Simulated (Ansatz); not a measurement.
# What InH3 (model cell, started as ReO3 type) distorts into, part 3 of 3

Wanted: the energy along a soft mode of InH3 (model cell, started as ReO3 type) and the structure at the end.

Ansatz 0.2.0; DFT PBEsol, scalar-relativistic, plane waves, PAW.

So far. Step 5 (Energy along the mode, all amplitudes (two of the runs …): The lowest of the steps tried is at 0.14 Å, 0.047 meV/atom below the parent; the bottom of the well need not coincide with a step. Step 7 (The new phase in its own primitive cell): The largest force component left is 0.059 meV/Å and the pressure is 0.000 GPa, within the tolerances set. The cell now holds 12.96 Å³/atom. The relaxed cell has a = 5.206, c = 3.826 Å (conventional setting).

The structure was built from a prototype and need not be the compound's stable phase.

**8. Modes of the new phase, k-mesh 6×6×8**

A relaxed structure may still be a saddle point, so its zone-centre modes are computed. No field response is asked, since the mesh shows no gap.

Contents of input.yaml:

```yaml
crystal:
  lattice:
    - [5.2063547324, 0.0, 0.0]
    - [0.0, 5.2063547324, 0.0]
    - [0.0, 0.0, 3.8261646297]
  atoms:
    - { symbol: In, position: [0.5, 0.5, 0.0] }
    - { symbol: In, position: [0.0, 0.0, 0.0] }
    - { symbol: H, position: [0.5, 0.5, 0.5] }
    - { symbol: H, position: [0.0, 0.0, 0.5] }
    - { symbol: H, position: [0.1762450552, 0.3237549448, 0.0] }
    - { symbol: H, position: [0.8237549448, 0.6762450552, 0.0] }
    - { symbol: H, position: [0.3237549448, 0.8237549448, 0.0] }
    - { symbol: H, position: [0.6762450552, 0.1762450552, 0.0] }
kpoints:
  mp_grid: { grid: [6, 6, 8] }
hamiltonian:
  xc: pbesol
scf:
  occupations: { method: methfessel_paxton, width: 0.15 }
output:
  eigenvalues: true
phonons:
  method: dfpt
```

Launch:

```
ansatz run input.yaml --threads 4 --pin off --max-ram 7168MiB --backend cpu --events-out ev --progress --plain --runs-dir out
```

Numbers of over 12 decimals in the logs are rounded to 6 here.

The log of the run:

```text
zone centre: on kpoints.mp_grid the ground state, and the responses unless they are solved on pairs of k-points, stand on 100 of the mesh's 288 k-points, reduced under 2 symmetry operations, with k and −k counted as one. Each operation leaves every solved displacement unchanged or reverses it
[...]
Crystal: 8 atoms, lattice volume = 103.713 Å³
Basis set: ecut = 420 eV, 2061 PW (Γ), exchange–correlation on 72×72×54 points (8 copies of the dense FFT grid, shifted against one another)
Bands: 24, of which v1, the nominal top of the filled ones, is band 16 counted from 1 (15 counted from 0)
Symmetry: 16 space group operations
k-points: 100 of 288 (irreducible under 2 space group operations, time reversal used)
[...]
SCF iter   1: F=—  HF=-11142.112263 eV  |F-HF|=—  |Δ(HF+E_count)|=         —  Δρ=8.58e-3  dr2=4.71e-2  ethr=1.77e-3  ⟨swp⟩=5.9  Hψ=11961  notcnv=0  defer=19
[...]
SCF iter  10: F=-11142.095949 eV  HF=-11142.095949 eV  |F-HF|=3.64e-12  |Δ(HF+E_count)|=  6.62e-10  S|Δr|=    0.00e0  Δρ=3.56e-8  dr2=1.46e-12  ethr=1.00e-12  ⟨swp⟩=9.1  Hψ=13599  notcnv=0
SCF 1 converged in 10 iterations: F = -11142.095949 eV  dr2 = 1.46e-12
[...]
DFPT response loops at Γ: preconditioner auto → Kerker (q_TF=auto, 2.243 Å⁻¹) (partly filled bands, converged f_vac=0.115); β = 1.00, the filter's whole step (`scf.mixing.beta` (0.50) is not read by the response loops under this deck's `scf.mixing.preconditioner`; to damp them name `kerker` or `kerker_dos`, under which they read `scf.mixing.beta`, and type it under 1.00, their step now; both keys bind the ground state too); Broyden in place of MSR1
SCF converged after 10 iterations
[...]
Free energy (F): -11142.095949 eV
[...]
Internal energy: -11142.095561 eV  (E = F + TS)
E sigma→0 (E₀):  -11142.095852 eV
Entropy (-TS):   -0.000388 eV (-0.049 meV/atom)
Fermi energy:    3.357509 eV
[...]
--- Band table (eV; the first three rows and the last of 100) ---
  k-point 0: bands = [... 12 lower, -0.5370, -0.5370, 2.8481, 3.4437, 6.9960, 7.1667, 7.1667, 8.5044, ... 4 higher]
  k-point 1: bands = [... 12 lower, -0.4814, -0.4814, 2.5054, 2.8936, 6.4184, 7.2872, 7.2872, 7.5012, ... 4 higher]
  k-point 2: bands = [... 12 lower, -0.3418, -0.3418, 0.8281, 3.0084, 4.1750, 7.6147, 7.6147, 8.2094, ... 4 higher]
  k-point 99: bands = [... 12 lower, -1.0927, -1.0927, -0.7817, -0.7817, 7.2234, 7.2234, 8.3156, 8.3156, ... 4 higher]
--- Phonons (Γ-DFPT): 6 representative perturbations + reference, on 100 of 288 k-points (Σ response iterations 21) ---
  k mesh reduced under 2 symmetry operations, with k and −k counted as one. Each operation leaves every solved displacement unchanged or reverses it
  ASR residual: 1.736e-5 → 0.000e0 eV/Å²; symmetrization residual: 1.508e-6 eV/Å²
  ASR residual per site (eV/Å²): 1.74e-5 1.74e-5 1.22e-5 1.22e-5 3.48e-6 3.48e-6 3.48e-6 3.48e-6
  Γ frequencies (cm⁻¹): 0.00 0.00 0.00 47.22 110.15 110.15 337.04 387.06 387.06 455.04 522.26 527.61 527.61 542.12 542.12 609.18 609.18 786.02 1004.28 1438.02 1438.02 1490.11 1508.13 1535.70
  non-analytic LO–TO correction: not included (Born effective charges unavailable; polar crystals: no LO–TO splitting at Γ)
```

Run time: 37 s. Hardware: 4 threads of Arm Neoverse V1, shared host; peak memory 1.1 GiB.

Numbers from this step:

```
sum-rule residual before enforcement                    : 1.74e-5 eV/Å²
point group                                             : 4/mmm
highest optical mode at the zone centre (no LO-TO term) : 1536 cm⁻¹
lowest optical zone-centre mode                         : 47.22 cm⁻¹
```

Patterns of degenerate modes are one choice out of their space. The modes at Γ (shares of kinetic energy by element, %):

```
mode  frequency (cm⁻¹)  symmetry  In %  H %
   1               0.0  acoustic    97    3
   2               0.0  acoustic    97    3
   3               0.0  acoustic    97    3
   4              47.2       A1u   100    0
   5             110.2        Eu    95    5
   6             110.2        Eu    95    5
   7             337.0       A2u     2   98
   8             387.1        Eu     2   98
   9             387.1        Eu     2   98
  10             455.0       B1u     0  100
  11             522.3       A1g     0  100
  12             527.6        Eu     3   97
  13             527.6        Eu     3   97
  14             542.1        Eg     0  100
  15             542.1        Eg     0  100
  16             609.2        Eu     2   98
  17             609.2        Eu     2   98
  18             786.0       B2g     0  100
  19            1004.3       B1g     0  100
  20            1438.0        Eu     0  100
  21            1438.0        Eu     0  100
  22            1490.1       A1u     0  100
  23            1508.1       A2u     0  100
  24            1535.7       A2g     0  100
```

Displacements in mode 4 (47.2 cm⁻¹), the largest set to 1:
```
In1  0.00  0.00  1.00
In2  0.00  0.00 -1.00
H3   0.00  0.00  0.61
H4   0.00  0.00 -0.61
H5   0.00  0.00  0.00
H6   0.00  0.00  0.00
H7   0.00  0.00  0.00
H8   0.00  0.00  0.00
```

Displacements in mode 14 (542.1 cm⁻¹), the largest set to 1:
```
In1  0.00  0.00  0.00
In2  0.00  0.00  0.00
H3   0.00  0.00  0.00
H4   0.00  0.00  0.00
H5   0.00  0.00  1.00
H6   0.00  0.00 -1.00
H7   0.00  0.00  0.03
H8   0.00  0.00 -0.03
```

Before it was imposed, the acoustic sum rule was missed by 1.7e-5 eV/Å². Small misses are needed for a sound result but don't prove that mesh and cutoff are converged. The lowest optical mode is real, 47.2 cm⁻¹.

**9. The phases reached**

The phases reached along the modes that were followed are set side by side.

Energies are those of the first relaxation, on the mesh of the frozen mode; space group, volume and gap are those of the last relaxation. Phases, by row:

```
               mode frozen in  space group  energy from parent (meV/atom)  volume (Å³/atom)  gap on mesh (eV)  lowest zone-centre optical mode (cm⁻¹)  largest shift (Å)
                       parent        Pm-3m                              0             13.96                 0                                       –                  –
q = (0, -0.5, -0.5), 58i cm⁻¹       P4/mbm                          -1.88             12.96                 0                                    47.2              0.543
```

**10. Outcome**

```
unstable mode of the parent                                                      : q = (0, -0.5, -0.5), 58i cm⁻¹
depth at the lowest point sampled                                                : 0.047 meV/atom
largest atomic shift at that point                                               : 0.14 Å
space group reached (within 0.01 Å)                                              : P4/mbm
energy gained over the parent (first relaxation, on the mesh of the frozen mode) : 1.88 meV/atom
volume per atom, phase reached                                                   : 13.0 Å³
lowest optical zone-centre mode, phase reached                                   : 47.2 cm⁻¹
highest optical mode at the zone centre (no LO-TO term), phase reached           : 1536 cm⁻¹
```

**Reading.** Along this mode the structure falls into P4/mbm, 1.88 meV/atom below the parent. At the parent's cell the well is 0.047 meV/atom deep on the steps tried, with its lowest point at a shift of 0.14 Å. Relaxing atoms and cell changes the gain by +1.83 meV/atom against the lowest step (energies at zero smearing). Most of the total comes from this relaxation. The new phase has no imaginary mode at the zone centre of its cell; other wavevectors were not checked. How so shallow a well moves with the k mesh was not tested. Each path keeps the symmetry of its pattern, so a lower phase may lie along a pattern not tried. The q mesh stands for a supercell only 7.6 Å across, so branches between the solved wavevectors are rough. With no gap, or one that is small against the smearing, the frequencies hang on the k mesh and the smearing, most of all near Kohn anomalies. The starting cell was built on a prototype and not taken from a measurement, so the phase need not exist.

[Logs are printed without paths, hosts, clocks, repeated set-up lines and the standing remarks that a program may print on its own settings, such as how far it seeks lower states.]

[Hosts, paths, dates, database ids (printed as entryN), source tags and the programs' standing remarks are cut or masked in the printed files.]
